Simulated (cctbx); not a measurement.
# What is wrong with this refinement?

Cell a = 9.8890 Å, b = 9.8890 Å, c = 6.1490 Å, α = 90.00°, β = 90.00°, γ = 90.00°; space group I4/m (no. 87).

The data are simulated with cctbx, not measured: Ag Kα, λ = 0.56087 Å, to d = 0.75 Å, 95 % of the full sphere, strongest reflection 5000 counts, noise from counting, a 2 % proportional error and a noise floor of 8 counts (s.d.); no absorption.

An anisotropic refinement with weights 1/σ² prints:

```text
Rint 0.041, 413 unique reflections to 0.75 A
cycle     R1     wR2    GooF  max shift (A)
   1  0.1437  0.2912   9.432   0.07681
   3  0.0307  0.0435   1.409   0.00000
final R1 0.0307 wR2 0.0435 GooF 1.409  parameters 8  data/parameter 51.6
atom        x        y        z      Ueq    occ   su(xyz)  su(Uiso or U11)
Mn1    0.89590  0.70050  0.50000   0.0020  1.000  0.00015  0.0004  NPD
Rb1    0.00000  0.00000  0.00000   0.0106  1.000  0.00000  0.0005
difference map: max 1.12 min -2.12 rms 0.23
Q1    0.1317  0.3076  0.5000    8    1.17  0.28 A from Mn1
Q2    0.1814  0.2866  0.0000    8    0.96  2.29 A from Mn1
Q3    0.1653  0.7463  0.0000    8    0.84  1.45 A from Mn1
Q4    0.0712  0.2581  0.0000    8    0.83  2.65 A from Rb1
Q5    0.1995  0.2346  0.5000    8    0.70  1.14 A from Mn1
Q6    0.1874  0.6991  0.1439   16    0.70  1.30 A from Mn1
```

**Question.** Can this result stand? If not, what is the likely fault?

Mend it. The fault: elements exchanged: Rb1 is Mn and Mn1 is Rb. Against the right model at the same level, R1 goes from 0.0216 to 0.0307 and GooF from 0.93 to 1.41, U of Mn1 shrinks from 0.0088 to 0.0020 Å², U of Rb1 swells from 0.0060 to 0.0106 Å² and Mn1 goes non-positive-definite. Rb1 has 12 electrons too many and its U swells to shed them, as expected; Mn1 has 12 electrons too few and its U shrinks to make up, as expected.

The compound is Rb4Mn. The right model at the same level gives:

```text
Rint 0.041, 413 unique reflections to 0.75 A
cycle     R1     wR2    GooF  max shift (A)
   1  0.0284  0.0377   1.222   0.00833
   2  0.0216  0.0288   0.933   0.00002
final R1 0.0216 wR2 0.0288 GooF 0.933  parameters 8  data/parameter 51.6
atom        x        y        z      Ueq    occ   su(xyz)  su(Uiso or U11)
Rb1    0.90360  0.69953  0.50000   0.0088  1.000  0.00009  0.0002
Mn1    0.00000  0.00000  0.00000   0.0060  1.000  0.00000  0.0006
difference map: max 1.18 min -1.26 rms 0.25
Q1    0.1338  0.6839  0.5000    8    1.20  2.28 A from Rb1
Q2    0.1314  0.8459  0.0000    8    0.98  2.00 A from Mn1
Q3    0.0808  0.3900  0.0000    8    0.96  2.35 A from Rb1
Q4    0.2012  0.7546  0.5000    8    0.91  1.77 A from Rb1
Q5    0.0210  0.5403  0.0000    8    0.90  1.85 A from Rb1
Q6    0.0867  0.2070  0.0000    8    0.89  2.22 A from Mn1
```

The model is made up (kin elements in a known structure type, no relaxation), so it says nothing on whether the phase exists.

[Middle refinement cycles are left out of these outputs.]

[Logs are printed without paths, hosts, clocks, repeated set-up lines and the standing remarks that a program may print on its own settings, such as how far it seeks lower states.]
